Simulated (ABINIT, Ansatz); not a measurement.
Entries from a set of simulations; values are calculated unless marked as measured.

### Sr2AlSbO6 (Fm-3m): G0W0 with ABINIT, start to end

The structure is cubic, space group Fm-3m (No. 225). Conventional cell: a = 7.857 Å, b = 7.857 Å, c = 7.857 Å, α = 90.00°, β = 90.00°, γ = 90.00°. Nearest to Sr lie 12 O at 2.78 Å. Al has 6 O at 1.93 Å nearest. Nearest to Sb lie 6 O at 2.00 Å. O has 1 Al at 1.93 Å and 1 Sb at 2.00 Å and 4 Sr at 2.78 Å nearest. Farther neighbours, and contacts between anions beyond the nearest, are not listed.

```xyz
10
Lattice="0.0000 3.9286 3.9286 3.9286 0.0000 3.9286 3.9286 3.9286 0.0000" Properties=species:S:1:pos:R:3 pbc="T T T"
Sr    1.9643    1.9643    1.9643
Sr    5.8930    5.8930    5.8930
Al    0.0000    0.0000    0.0000
Sb    3.9286    3.9286    3.9286
O     1.9335    3.9286    3.9286
O     5.9237    3.9286    3.9286
O     3.9286    1.9335    3.9286
O     3.9286    5.9237    3.9286
O     3.9286    3.9286    1.9335
O     3.9286    3.9286    5.9237
```

```
method               : RPA screening on LDA, plane waves, norm-conserving pseudopotentials (and 2 further levels or steps)
program              : ABINIT 10.8.3
settings             : cutoff 42 Ha, PseudoDojo scalar-relativistic 0.4.1 stringent, norm-conserving, ngkpt (2, 2, 2), nband 100, ecuteps 3.6 Ha, inclvkb 2, shiftk (0, 0, 0), symchi 1, awtr 1, frequency ppm, 2×2×2 k-mesh
cost                 : 4 runs, 2.2 min in all on 4 MPI ranks of Arm Neoverse V2, shared host
notes                : The program’s warnings: nproc spkpt=  >= nkpt= * nsppol=. The cell and positions are those that the Materials Project relaxed with its own functionals (PBE, PBE+U or r2SCAN), kept fixed. Limits: no spin-orbit coupling. The 2×2×2 mesh is coarse for this cell, which bears on the long-range parts of exchange and screening.
LDA gap              : 1.77 eV, direct
G0W0 gap on the mesh : 3.95 eV
GW settings          : 2×2×2 mesh, 100 bands, screening to 98 eV, Godby-Needs plasmon pole
known limits         : short of the basis limit; no spin-orbit coupling; coarse k mesh
```

G0W0 moves the gap on the mesh from 1.77 eV to 3.95 eV (+2.18 eV), with Z of 0.79 and 0.84 at the edges. Local fields lower the RPA ε∞ on this mesh from 5.30 to 4.93; a Γ-centred mesh this coarse tends to raise both, most where the direct gap is narrow, while a short band sum lowers them.

[Long decimals in the printed logs are rounded to 6 places.]

[Logs are printed without paths, hosts, clocks, repeated set-up lines and the standing remarks that a program may print on its own settings, such as how far it seeks lower states.]

[Paths, hosts, dates, memory and timing lines, banners, echoed tables and standing remarks are left out of the program output; an Ansatz launch command may be rebuilt from the run's recorded settings. Measured values are a selection of at most five: reports struck by readers or far from the other reports are left out. None is set beside runs whose start may be inverted or whose files or cutoffs have a known fault.]

[Runs of the session that timed out or met a known fault of the program may be left out.]

[Hosts, paths, dates, database ids (printed as entryN), source tags and the programs' standing remarks are cut or masked in the printed files.]

[G0W0 gaps are taken among the corrected bands and points alone; a level outside them can change the order at an edge.]

[Where Ansatz stands beside ABINIT at settings called matched, ABINIT's density can come from a denser mesh and the files from another edition; pairs whose starting gaps differed by over 0.03 eV were left out, so agreement reads better than it is.]
